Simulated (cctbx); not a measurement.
# Reading a Patterson map

Space group Pnma (no. 62), a = 19.9390 Å, b = 4.0620 Å, c = 4.0590 Å, α = 90.00°, β = 90.00°, γ = 90.00°, content Au4 Nd4 As4 V4.

The data are simulated with cctbx, not measured: Mo Kα, λ = 0.71073 Å, to d = 0.77 Å, 70 % of the full sphere, strongest reflection 70000 counts, noise from counting, a 4 % proportional error and a noise floor of 15 counts (s.d.); no absorption.

Patterson synthesis from sharpened amplitudes, origin scaled to 1000:

```text
Patterson group P m m m
      u       v       w   height  length (A)
  0.000   0.000   0.000   1000.0     0.00
  0.500   0.000   0.000    802.6     9.97
  0.000   0.500   0.500    592.3     2.87
  0.500   0.500   0.500    482.0    10.37
  0.136   0.500   0.000    448.3     3.38
  0.127   0.000   0.500    430.6     3.25
  0.250   0.500   0.500    408.4     5.76
  0.365   0.500   0.000    408.1     7.55
  0.372   0.000   0.500    360.4     7.69
  0.249   0.000   0.000    259.0     4.96
  0.085   0.500   0.000    130.2     2.64
  0.416   0.500   0.000    113.0     8.54
  0.449   0.500   0.500     84.8     9.40
  0.051   0.500   0.500     78.1     3.05
```

Q: Assign the vectors.

A peak at u stands for all pairs with xi − xj = u, with weight Σ ZiZj against Σ Z² = 45836 at the origin. Peak heights follow these weights only roughly, since form factors, motion and series ripples differ, all vectors within 0.55 Å of a peak are counted as merged into it though the farther ones add only part of their weight, and F(000) is left out, which lowers the whole map:

| u | v | w | shortest length (Å) | height | 1000 ΣZiZj/ΣZ² | pairs in the cell |
| --- | --- | --- | --- | --- | --- | --- |
| 0.500 | 0.000 | 0.000 | 9.97 | 803 | 1000 | 4 × Au–Au, 4 × Nd–Nd, 4 × As–As, 4 × V–V |
| 0.000 | 0.500 | 0.500 | 2.87 | 592 | 640 | 4 × Au–Au, 4 × As–As |
| 0.500 | 0.500 | 0.500 | 10.37 | 482 | 640 | 4 × Au–Au, 4 × As–As |
| 0.136 | 0.500 | 0.000 | 3.39 | 448 | 653 | 4 × Au–Nd, 4 × Nd–As, 4 × As–V |
| 0.127 | 0.000 | 0.500 | 3.25 | 431 | 586 | 4 × Au–Nd, 4 × Nd–As |
| 0.250 | 0.500 | 0.500 | 5.75 | 408 | 769 | 8 × Au–As, 4 × Nd–Nd |
| 0.365 | 0.500 | 0.000 | 7.56 | 408 | 653 | 4 × Au–Nd, 4 × Nd–As, 4 × As–V |
| 0.372 | 0.000 | 0.500 | 7.69 | 360 | 586 | 4 × Au–Nd, 4 × Nd–As |
| 0.249 | 0.000 | 0.000 | 4.96 | 259 | 575 | 8 × Au–As, 4 × Nd–V |
| 0.085 | 0.500 | 0.000 | 2.65 | 130 | 159 | 4 × Au–V |

The table stops at ten peaks or at a height of 45, below which ripples compete. In the model behind the data Au, the heaviest element, has 1 independent site: (0.7472, 1/4, 0.7760), up to an allowed shift of origin; the Au–Au vectors are differences of these positions and their symmetry mates. The whole model:

```csv
atom,mult.,x,y,z,Ueq (Å²)
Au1,4,0.7472,1/4,0.7760,0.0135
Nd1,4,0.8832,3/4,0.7633,0.0178
As1,4,0.9969,3/4,0.3009,0.0319
V1,4,0.8402,1/4,0.2619,0.0237
```

This is a model crystal, built by substitution and not relaxed, with assumed displacement parameters.

[Logs are printed without paths, hosts, clocks, repeated set-up lines and the standing remarks that a program may print on its own settings, such as how far it seeks lower states.]
